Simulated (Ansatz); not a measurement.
# InGeHPb (built on the sites of a database entry of SrAlGeH): from the cell to its phonons

Wanted: phonon frequencies of InGeHPb (built on the sites of a database entry of SrAlGeH) and what follows from them.

Method: DFT PBE, scalar-relativistic, plane waves, norm-conserving pseudopotentials, in Ansatz 0.2.0.

The structure was built from a prototype and need not be the compound's stable phase.

**1. The structure**

The structure is trigonal, space group P3m1 (No. 156). The conventional cell has a = 3.888 Å, b = 3.888 Å, c = 4.528 Å, α = 90.00°, β = 90.00°, γ = 120.00°. Nearest to Pb lie 3 H at 2.29 Å. In has 1 H at 1.60 Å and 3 Ge at 2.29 Å nearest. Nearest to Ge lie 3 In at 2.29 Å. H has 1 In at 1.60 Å and 3 Pb at 2.29 Å nearest. Farther neighbours are not listed.

**2. Coarse relaxation**

A rough relaxation comes first, because large forces or stress need no tight tolerances yet.

input.yaml reads:

```yaml
crystal:
  lattice:
    - [3.88848, 0.0, 0.0]
    - [-1.94424, 3.36752, 0.0]
    - [0.0, 0.0, 4.52791]
  atoms:
    - { symbol: Pb, position: [0.33333333, 0.66666667, 0.004601] }
    - { symbol: In, position: [0.0, 0.0, 0.458049] }
    - { symbol: Ge, position: [0.66666667, 0.33333333, 0.561296] }
    - { symbol: H, position: [0.0, 0.0, 0.105252] }
kpoints:
  mp_grid: { grid: [6, 6, 4] }
hamiltonian:
  xc: pbe
  pseudopotentials: { kind: nc }
scf:
  occupations: { method: gaussian, width: 0.1 }
output:
  forces: true
  stress: true
  eigenvalues: true
relax:
  adjacent_minimum: "off"
  f_tol: 0.05
  max_steps: 80
  cell: { stress_tol: 0.5 }
```

On the command line:

```console
$ ansatz run input.yaml --threads 4 --pin off --max-ram 14336MiB --backend cpu --events-out ev --progress --plain --runs-dir out
```

Numbers of over 12 decimals in the logs are rounded to 6 here.

The log of the run:

```text
The last accepted step is kept in <dir> (removed where the run ends without a failure and the disk answers)
Engine: ansatz 0.2.0, aarch64-unknown-linux-gnu
Pseudopotentials: kind: nc
Pseudopotential: Pb, nc, valence charge 14, recommended cutoff 850 eV (normal), Pb.nc.azcp
Pseudopotential: In, nc, valence charge 13, recommended cutoff 952.398519 eV (normal), In.nc.azcp
[...]
cell:  # Å, volume = 89.3091 Å³
    - [4.429344, 0, 1.7195141831674409e-16]
    - [-2.214672, 3.835924, -8.597570915837202e-17]
    - [2.0022755193126666e-16, 0, 5.256373]
  atoms:
    - { symbol: Pb, position: [0.333333, 0.666667, -0.040739] }
    - { symbol: In, position: [-2.1603769613399486e-18, 0, 0.445516] }
    - { symbol: Ge, position: [0.666667, 0.333333, 0.641463] }
    - { symbol: H, position: [-3.842824597925261e-18, 0, 0.082958] }
[key lines of the parts left out:]
SCF converged after 4 iterations
Free energy (F): -6507.706149 eV
Fermi energy:    9.071684 eV
P = ⅓ Tr σ = 0.1600 GPa (1.600 kbar)
```

The job ended after 53 s (4 threads of Arm Neoverse V2, shared host; peak memory 0.58 GiB; 3.4 min of CPU time).

Step by step:

```csv
step,energy less that of the first step (eV),largest force component (eV/Å),pressure (GPa),volume (Å³)
1,0.0000,3.5176,54.71,59.29
2,-2.3853,1.5482,26.20,67.48
3,-3.5044,0.7872,7.24,76.63
4,-3.7069,0.3461,0.33,81.04
5,-3.7157,0.1465,0.03,80.77
6,-3.7192,0.0324,-0.18,81.08
7*,-3.8885,0.0333,4.43,81.08
8,-3.9641,0.2460,0.41,87.21
9,-3.9883,0.0633,-0.21,89.09
10,-3.9929,0.0229,0.04,89.31
11*,-3.9966,0.0229,0.16,89.31
```

Relaxation steps marked * repeat the geometry before them on a plane-wave basis chosen anew for their cell, so energy and pressure can jump there.

The run keeps the 6 symmetry operations that it works with, so distortions that break them were not tested.

```csv
cell as run,before,after,change
a (Å),3.888,4.429,+13.9 %
b (Å),3.888,4.429,+13.9 %
c (Å),4.528,5.256,+16.1 %
volume (Å³/atom),14.82,22.33,+50.6 %
```

The atoms that moved most (Å, as changes of fractional coordinates times the final cell):

```csv
atom,dx,dy,dz,length
Ge3,0.000,0.000,0.421,0.421
Pb1,0.000,0.000,-0.238,0.238
H4,0.000,0.000,-0.117,0.117
In2,0.000,0.000,-0.066,0.066
```

Final coordinates:

```cif
data_structure
_symmetry_space_group_name_H-M 'P 1'
_symmetry_Int_Tables_number 1
_cell_length_a 4.4293
_cell_length_b 4.4293
_cell_length_c 5.2564
_cell_angle_alpha 90.000
_cell_angle_beta 90.000
_cell_angle_gamma 120.000
_cell_volume 89.31
loop_
_atom_site_label
_atom_site_type_symbol
_atom_site_fract_x
_atom_site_fract_y
_atom_site_fract_z
_atom_site_occupancy
Pb1 Pb 0.33333 0.66667 0.95926 1
In2 In 0.00000 0.00000 0.44552 1
Ge3 Ge 0.66667 0.33333 0.64146 1
H4 H 0.00000 0.00000 0.08296 1
```

This step gave:

| Property | Result |
| --- | --- |
| pressure | 0.1600 GPa |
| volume per atom | 22.33 Å³ |
| gap on the k-mesh | 0 eV |

In this step the volume went from 14.82 to 22.33 Å³/atom.

**3. Bringing the structure to rest**

Harmonic phonons are second derivatives at a point where the forces vanish, and they are wanted at zero stress, so atoms and cell are relaxed first.

input.yaml, the sections that differ from step 2:

```yaml
crystal:
  lattice:
    - [4.4293435285, 0.0, 0.0]
    - [-2.2146717643, 3.8359240178, 0.0]
    - [0.0, 0.0, 5.2563731746]
  atoms:
    - { symbol: Pb, position: [0.3333333333, 0.6666666667, -0.0407394009] }
    - { symbol: In, position: [0.0, 0.0, 0.4455157848] }
    - { symbol: Ge, position: [0.6666666667, 0.3333333333, 0.6414633863] }
    - { symbol: H, position: [0.0, 0.0, 0.0829582298] }
kpoints:
  mp_grid: { grid: [12, 12, 8] }
relax:
  adjacent_minimum: "off"
  f_tol: 0.005
  max_steps: 80
  cell: { stress_tol: 0.05 }
# hamiltonian, scf, output: as in step 2
```

The log of the run:

```text
[...]
Crystal: 4 atoms, lattice volume = 89.309 Å³
Basis set: ecut = 1061.244064 eV, 7017 PW (Γ), exchange–correlation on 96×96×120 points (8 copies of the dense FFT grid, shifted against one another)
Bands: 26, of which v1, the nominal top of the filled ones, is band 21 counted from 1 (20 counted from 0)
Symmetry: 6 space group operations
[...]
--- Relaxed structure (9 steps of the walk, 9 accepted, 2 SCFs on fresh bases) ---
[...]
cell:  # Å, volume = 90.8599 Å³
    - [4.376856, 2.852544738720697e-11, 0]
    - [-2.188428, 3.790469, 0]
    - [0, 0, 5.476674]
  atoms:
    - { symbol: Pb, position: [0.333333, 0.666667, -0.045257] }
    - { symbol: In, position: [0, 0, 0.441679] }
    - { symbol: Ge, position: [0.666667, 0.333333, 0.638768] }
    - { symbol: H, position: [0, 0, 0.094007] }
[key lines of the parts left out:]
SCF converged after 3 iterations
Free energy (F): -6507.689263 eV
Fermi energy:    8.810716 eV
P = ⅓ Tr σ = 0.0159 GPa (0.159 kbar)
```

The job ended after 6.2 min (4 threads; peak memory 1.1 GiB).

Step by step:

```csv
step,energy less that of the first step (eV),largest force component (eV/Å),pressure (GPa),volume (Å³)
1,0.0000,0.0656,0.14,89.31
2,-0.0032,0.0984,-0.09,89.84
3,-0.0049,0.0444,0.07,90.01
4,-0.0056,0.0270,0.02,90.23
5,-0.0060,0.0188,-0.01,90.51
6,-0.0061,0.0105,-0.01,90.59
7,-0.0061,0.0005,0.00,90.61
8*,-0.0066,0.0005,0.02,90.61
9,-0.0066,0.0019,-0.02,90.82
10,-0.0066,0.0022,0.02,90.86
11*,-0.0067,0.0022,0.02,90.86
```

Relaxation steps marked * repeat the geometry before them on a plane-wave basis chosen anew for their cell, so energy and pressure can jump there.

The run keeps the 6 symmetry operations that it works with, so distortions that break them were not tested.

```csv
"conventional cell, symmetrised",before,after,change
a (Å),4.429,4.377,-1.2 %
b (Å),4.429,4.377,-1.2 %
c (Å),5.256,5.477,+4.2 %
volume (Å³/atom),22.33,22.71,+1.7 %
```

The atoms that moved most (Å, as changes of fractional coordinates times the final cell):

```csv
atom,dx,dy,dz,length
H4,0.000,0.000,0.061,0.061
Pb1,0.000,0.000,-0.025,0.025
In2,0.000,0.000,-0.021,0.021
Ge3,0.000,0.000,-0.015,0.015
```

This step gave:

```yaml
pressure: 0.01591 GPa
volume_per_atom: 22.71 Å³
```

In this step the volume went from 22.33 to 22.71 Å³/atom.

**4. Tight relaxation**

Phonons need a cell at rest on their own settings, so the relaxation is repeated with tight tolerances on forces and stress on the k mesh and occupations of the first response run.

input.yaml, the sections that differ from step 3:

```yaml
crystal:
  lattice:
    - [4.3768562847, 0.0, 0.0]
    - [-2.1884281424, 3.7904687313, 0.0]
    - [0.0, 0.0, 5.47667394]
  atoms:
    - { symbol: Pb, position: [0.3333333333, 0.6666666667, -0.0452570316] }
    - { symbol: In, position: [0.0, 0.0, 0.4416794053] }
    - { symbol: Ge, position: [0.6666666667, 0.3333333333, 0.6387684825] }
    - { symbol: H, position: [0.0, 0.0, 0.0940071438] }
scf:
  occupations: { method: methfessel_paxton, width: 0.2 }
relax:
  adjacent_minimum: "off"
  f_tol: 0.001
  max_steps: 60
  cell: { stress_tol: 0.01 }
# kpoints, hamiltonian, output: as in step 3
```

The log of the run:

```text
[...]
Crystal: 4 atoms, lattice volume = 90.860 Å³
Basis set: ecut = 1061.244064 eV, 7187 PW (Γ), exchange–correlation on 96×96×120 points (8 copies of the dense FFT grid, shifted against one another)
Bands: 26, of which v1, the nominal top of the filled ones, is band 21 counted from 1 (20 counted from 0)
[... 1 set-up line as in the run before ...]
[...]
--- Relaxed structure (5 steps of the walk, 5 accepted, 1 SCFs on fresh bases) ---
[...]
cell:  # Å, volume = 90.7783 Å³
    - [4.380098, 2.8889001004318182e-11, 0]
    - [-2.190049, 3.793276, 0]
    - [0, 0, 5.463658]
  atoms:
    - { symbol: Pb, position: [0.333333, 0.666667, -0.044512] }
    - { symbol: In, position: [0, 0, 0.441868] }
    - { symbol: Ge, position: [0.666667, 0.333333, 0.638545] }
    - { symbol: H, position: [0, 0, 0.093297] }
[key lines of the parts left out:]
SCF converged after 4 iterations
Free energy (F): -6507.686691 eV
Fermi energy:    8.820840 eV
P = ⅓ Tr σ = 0.0004 GPa (0.004 kbar)
```

Elapsed: 3.4 min, on 4 threads; peak memory 1.1 GiB.

The steps of the relaxation:

```csv
step,energy less that of the first step (eV),largest force component (eV/Å),pressure (GPa),volume (Å³)
1,0.0000,0.0031,0.01,90.86
2,0.0000,0.0032,-0.01,90.88
3,0.0000,0.0013,-0.01,90.86
4,0.0000,0.0011,0.00,90.77
5,0.0000,0.0007,0.00,90.78
6*,0.0000,0.0007,0.00,90.78
```

Relaxation steps marked * repeat the geometry before them on a plane-wave basis chosen anew for their cell, so energy and pressure can jump there.

The run keeps the 6 symmetry operations that it works with, so distortions that break them were not tested.

```csv
"conventional cell, symmetrised",before,after,change
a (Å),4.377,4.380,+0.1 %
b (Å),4.377,4.380,+0.1 %
c (Å),5.477,5.464,-0.2 %
volume (Å³/atom),22.71,22.69,-0.1 %
```

Final coordinates:

```xyz
4
Lattice="4.3801 0.0000 0.0000 -2.1900 3.7933 0.0000 0.0000 0.0000 5.4637" Properties=species:S:1:pos:R:3 pbc="T T T"
Pb    0.0000    2.5289   -0.2432
In    0.0000    0.0000    2.4142
Ge    2.1900    1.2644    3.4888
H     0.0000    0.0000    0.5097
```

This step gave:

```
pressure        : 4.17e-4 GPa
volume per atom : 22.69 Å³
```

The largest force component left is 0.75 meV/Å and the pressure is 0.000 GPa, within the tolerances set. The cell now holds 22.69 Å³/atom.

**5. Zone-centre response**

The zone centre is the only wavevector solved here; it holds the modes that light can see, as far as symmetry allows. No field response is asked, since the mesh shows no gap.

input.yaml, the sections that differ from step 4:

```yaml
crystal:
  lattice:
    - [4.3800982655, 0.0, 0.0]
    - [-2.1900491328, 3.793276369, 0.0]
    - [0.0, 0.0, 5.463658392]
  atoms:
    - { symbol: Pb, position: [0.3333333333, 0.6666666667, -0.0445123368] }
    - { symbol: In, position: [0.0, 0.0, 0.4418684429] }
    - { symbol: Ge, position: [0.6666666667, 0.3333333333, 0.6385446731] }
    - { symbol: H, position: [0.0, 0.0, 0.0932972209] }
output:
  eigenvalues: true
phonons:
  method: dfpt
# kpoints, hamiltonian, scf: as in step 4
# relax: removed
```

The log of the run:

```text
[...]
Crystal: 4 atoms, lattice volume = 90.778 Å³
Basis set: ecut = 1061.244064 eV, 7187 PW (Γ), exchange–correlation on 96×96×120 points (8 copies of the dense FFT grid, shifted against one another)
Bands: 26, of which v1, the nominal top of the filled ones, is band 21 counted from 1 (20 counted from 0)
[... 1 set-up line as in the run before ...]
k-points: 320 of 1152 (irreducible under 2 space group operations, time reversal used)
[...]
SCF iter   1: F=—  HF=-6509.191694 eV  |F-HF|=—  |Δ(HF+E_count)|=         —  Δρ=4.34e-2  dr2=4.61e0  ethr=3.10e-3  ⟨swp⟩=12.3  Hψ=61977  notcnv=0
[...]
SCF iter  14: F=-6507.686691 eV  HF=-6507.686691 eV  |F-HF|=9.09e-13  |Δ(HF+E_count)|=  4.55e-11  S|Δr|=    0.00e0  Δρ=6.08e-8  dr2=3.79e-12  ethr=1.00e-12  ⟨swp⟩=29.6  Hψ=117823  notcnv=0
SCF 1 converged in 14 iterations: F = -6507.686691 eV  dr2 = 3.79e-12
DFPT response loops at Γ: preconditioner auto → Kerker (q_TF=auto, 2.399 Å⁻¹) (partly filled bands, converged f_vac=0.011); β = 1.00, the filter's whole step (`scf.mixing.beta` (0.50) is not read by the response loops under this deck's `scf.mixing.preconditioner`; to damp them name `kerker` or `kerker_dos`, under which they read `scf.mixing.beta`, and type it under 1.00, their step now; both keys bind the ground state too); Broyden in place of MSR1
SCF converged after 14 iterations
[...]
Free energy (F): -6507.686691 eV
[...]
Internal energy: -6507.685976 eV  (E = F + TS)
E sigma→0 (E₀):  -6507.686512 eV
Entropy (-TS):   -0.000715 eV (-0.179 meV/atom)
Fermi energy:    8.820840 eV
[...]
--- Band table (eV; the first three rows and the last of 320) ---
  k-point 0: bands = [... 17 lower, 3.9163, 8.5903, 8.9474, 8.9474, 9.7244, 10.2493, 10.2493, 13.0107, ... 1 higher]
  k-point 1: bands = [... 17 lower, 4.3564, 8.5744, 8.9451, 8.9451, 9.7688, 10.3323, 10.3323, 12.8250, ... 1 higher]
  k-point 2: bands = [... 17 lower, 5.1755, 8.5151, 8.9420, 8.9420, 9.8797, 10.5592, 10.5592, 12.4601, ... 1 higher]
  k-point 319: bands = [... 17 lower, 3.1025, 4.6142, 5.9460, 6.8913, 11.0625, 11.9145, 12.6379, 13.2234, ... 1 higher]
--- Phonons (Γ-DFPT): 8 representative perturbations + reference, on 320 of 1152 k-points (Σ response iterations 32) ---
  k mesh reduced under 2 symmetry operations, with k and −k counted as one. Each operation leaves every solved perturbation unchanged. A smaller set is not used because it would not reduce the number of displacements times k-points to solve
  ASR residual: 1.413e-4 → 0.000e0 eV/Å²; symmetrization residual: 5.398e-6 eV/Å²
  ASR residual per site (eV/Å²): 4.74e-6 7.03e-5 1.41e-4 3.17e-6
  Γ frequencies (cm⁻¹): -118.67 -118.67 0.00 0.00 0.00 71.75 94.43 94.43 118.85 238.34 238.34 1074.49
  non-analytic LO–TO correction: not included (Born effective charges unavailable; polar crystals: no LO–TO splitting at Γ)
```

Run time: 13 min. Hardware: 4 threads; peak memory 8.2 GiB.

This step gave:

```
sum-rule residual before enforcement                    : 1.41e-4 eV/Å²
point group                                             : 3m
highest optical mode at the zone centre (no LO-TO term) : 1074 cm⁻¹
lowest optical zone-centre mode                         : -118.7 cm⁻¹
```

Patterns of degenerate modes are one choice out of their space. The modes at Γ (shares of kinetic energy by element, %) (negative means imaginary):

```csv
mode,frequency (cm⁻¹),symmetry,Pb %,In %,Ge %,H %
1,-118.7,E,23,1,40,36
2,-118.7,E,23,1,40,36
3,0.0,acoustic,52,29,18,0
4,0.0,acoustic,52,29,18,0
5,0.0,acoustic,52,29,18,0
6,71.8,A1,48,32,20,0
7,94.4,E,22,65,3,9
8,94.4,E,22,65,3,9
9,118.8,A1,0,38,62,0
10,238.3,E,2,5,38,55
11,238.3,E,2,5,38,55
12,1074.5,A1,0,1,0,99
```

Displacements in mode 2 (-118.7 cm⁻¹), the largest set to 1:
```
Pb1  0.00 -0.06  0.00
In2  0.00  0.01  0.00
Ge3  0.00  0.13  0.00
H4  -0.03  1.00  0.00
```

Displacements in mode 12 (1074.5 cm⁻¹), the largest set to 1:
```
Pb1  0.00  0.00  0.00
In2  0.00  0.00 -0.01
Ge3  0.00  0.00  0.00
H4   0.00  0.00  1.00
```

Before it was imposed, the acoustic sum rule was missed by 1.4e-4 eV/Å². Small misses are needed for a sound result but don't prove that mesh and cutoff are converged. The lowest optical mode is imaginary, 118.7i cm⁻¹, so the energy falls along it.

**6. Isotope substitution, element Ge, natural mass 72.63 amu**

An isotope changes the mass and not the force constants, so no new electronic calculation is needed; the shifts show which modes move this element.

The same force constants with the mass of Ge changed from 72.630 to 75.921 u (phonopy, no LO-TO term). Both lists are sorted by frequency; levels can cross, so a row need not hold one and the same mode. Modes under 3 cm⁻¹ are left out. Isotope shifts, by row:

```csv
q,rank,natural mass (cm⁻¹),changed mass (cm⁻¹)
0 0 0,1,-118.7,-117.6
0 0 0,2,-118.7,-117.6
0 0 0,6,71.75,71.43
0 0 0,7,94.43,94.36
0 0 0,8,94.43,94.36
0 0 0,9,118.8,117.2
0 0 0,10,238.3,236.4
0 0 0,11,238.3,236.4
0 0 0,12,1074,1074
```

A mode of this element alone would shift by -2.19 %. The highest zone-centre frequency without the field goes from 1074.5 to 1074.5 cm⁻¹ (-0.0 %).

**7. Another isotope, element H, natural mass 1.008 amu**

The same for H, from 1.01 to 2.01 u.

The same force constants with the mass of H changed from 1.008 to 2.014 u (phonopy, no LO-TO term). Both lists are sorted by frequency; levels can cross, so a row need not hold one and the same mode. Modes under 3 cm⁻¹ are left out. Isotope shifts, by row:

```csv
q,rank,natural mass (cm⁻¹),changed mass (cm⁻¹)
0 0 0,1,-118.7,-103.5
0 0 0,2,-118.7,-103.5
0 0 0,6,71.75,71.59
0 0 0,7,94.43,90.59
0 0 0,8,94.43,90.59
0 0 0,9,118.8,118.8
0 0 0,10,238.3,201.7
0 0 0,11,238.3,201.7
0 0 0,12,1074,763.2
```

A mode of this element alone would shift by -29.26 %. The highest zone-centre frequency without the field goes from 1074.5 to 763.2 cm⁻¹ (-29.0 %).

**8. Isotope substitution, element In, natural mass 114.818 amu**

The same for In, from 114.82 to 112.90 u.

A mode of this element alone would shift by +0.84 %. The highest zone-centre frequency without the field goes from 1074.5 to 1074.6 cm⁻¹ (+0.0 %).

**9. Another isotope, element Pb, natural mass 207.2 amu**

The same for Pb, from 207.20 to 203.97 u.

The same force constants with the mass of Pb changed from 207.200 to 203.973 u (phonopy, no LO-TO term). Both lists are sorted by frequency; levels can cross, so a row need not hold one and the same mode. Modes under 3 cm⁻¹ are left out. Isotope shifts, by row:

```csv
q,rank,natural mass (cm⁻¹),changed mass (cm⁻¹)
0 0 0,1,-118.7,-118.9
0 0 0,2,-118.7,-118.9
0 0 0,6,71.75,72.02
0 0 0,7,94.43,94.6
0 0 0,8,94.43,94.6
0 0 0,9,118.8,118.8
0 0 0,10,238.3,238.4
0 0 0,11,238.3,238.4
0 0 0,12,1074,1074
```

A mode of this element alone would shift by +0.79 %. The highest zone-centre frequency without the field goes from 1074.5 to 1074.5 cm⁻¹ (+0.0 %).

**10. Results**

```yaml
space_group_after_relaxation_within_0p01_a: P3m1
volume_per_atom: 22.7 Å³
electronic_character: no gap on this mesh
highest_optical_mode_at_the_zone_centre_no_lo_to_term: 1074 cm⁻¹
lowest_optical_zone_centre_mode: -119 cm⁻¹
imaginary_modes_at_gamma_the_only_wavevector_solved: yes
```

In words: A zone-centre mode is imaginary (118.7i cm⁻¹), so this structure is not a minimum of the energy. The optical modes at Γ span -119 to 1074 cm⁻¹ (negative means imaginary). No dispersion was computed. The highest mode in this list at Γ, 1074.5 cm⁻¹, is mostly motion of H (99 % of the kinetic energy). With no gap, or one that is small against the smearing, the frequencies hang on the k mesh and the smearing, most of all near Kohn anomalies. Spin-orbit coupling is left out, which can matter for the heavy elements here. The starting cell was built on a prototype and not taken from a measurement, so the phase need not exist. These are harmonic frequencies at zero temperature: anharmonic shifts, linewidths and thermal expansion are left out.

[Logs are printed without paths, hosts, clocks, repeated set-up lines and the standing remarks that a program may print on its own settings, such as how far it seeks lower states.]

[Hosts, paths, dates, database ids (printed as entryN), source tags and the programs' standing remarks are cut or masked in the printed files.]
